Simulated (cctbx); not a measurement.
# Resonant diffraction in Tm2Sn5Rh3

Space group Ibam (no. 72), a = 10.9260 Å, b = 12.6280 Å, c = 6.4520 Å, α = 90.00°, β = 90.00°, γ = 90.00°.

| atom | mult. | x | y | z | Ueq (Å²) |
| --- | --- | --- | --- | --- | --- |
| Tm1 | 8 | 0.7707 | 0.6308 | 1/2 | 0.0047 |
| Sn1 | 8 | 0.3498 | 0.3905 | 0 | 0.0051 |
| Sn2 | 8 | 0 | 0.7724 | 1/4 | 0.0052 |
| Sn3 | 4 | 0 | 1/2 | 3/4 | 0.0057 |
| Rh1 | 8 | 0.1072 | 0.3577 | 0 | 0.0048 |
| Rh2 | 4 | 0 | 0 | 1/4 | 0.0047 |

The model was made for the exercise: a known structure type with other elements put in, its volume estimated, not relaxed; displacement parameters are assumed.

Calculated with cctbx: free-atom f′ and f″ from the Sasaki tables, no fine structure; amplitudes in electrons.

```
E (eV)  F 3 1 0  F 0 2 2  F 2 0 0  F 0 4 0
  8048     31.8     27.8    250.8    395.1
  8398     35.1     26.3    264.9    380.1
  8528     38.1     25.2    277.0    367.5
  8588     40.8     24.4    287.6    356.4
  8618     43.6     23.5    298.8    345.0
  8633     46.4     22.7    309.9    333.6
  8640     48.9     22.0    319.7    323.5
  8644     51.6     21.2    330.2    312.8
  8652     50.7     20.3    333.5    316.6
  8656     47.2     21.3    320.4    329.5
  8663     44.2     22.1    309.2    340.6
  8678     41.0     23.0    297.0    352.6
  8708     37.8     23.9    285.1    364.2
  8798     34.0     24.9    270.4    378.3
  9048     30.8     25.7    257.1    390.7
```

**Question.** Which edge is crossed, and why do the reflections move as they do?

The L3 edge of Tm. The edge is at 8648 eV. f′ of Tm falls from -12.0 e at 8528 eV to -19.0 e at 4 eV below it, and f″ steps from 3.73 to 10.55 e across it. Over that approach |F| changes by +35 % (3 1 0), -16 % (0 2 2), +19 % (2 0 0) and -15 % (0 4 0): a reflection falls where Tm scatters in phase with the total and rises where it scatters against it; it hardly moves where the Tm term is small or cancels by symmetry. Above the edge the larger f″ enters the imaginary part, where it can add to or cancel the other atoms' f″. The structure is centrosymmetric, so Friedel mates stay equal.

[Logs are printed without paths, hosts, clocks, repeated set-up lines and the standing remarks that a program may print on its own settings, such as how far it seeks lower states.]
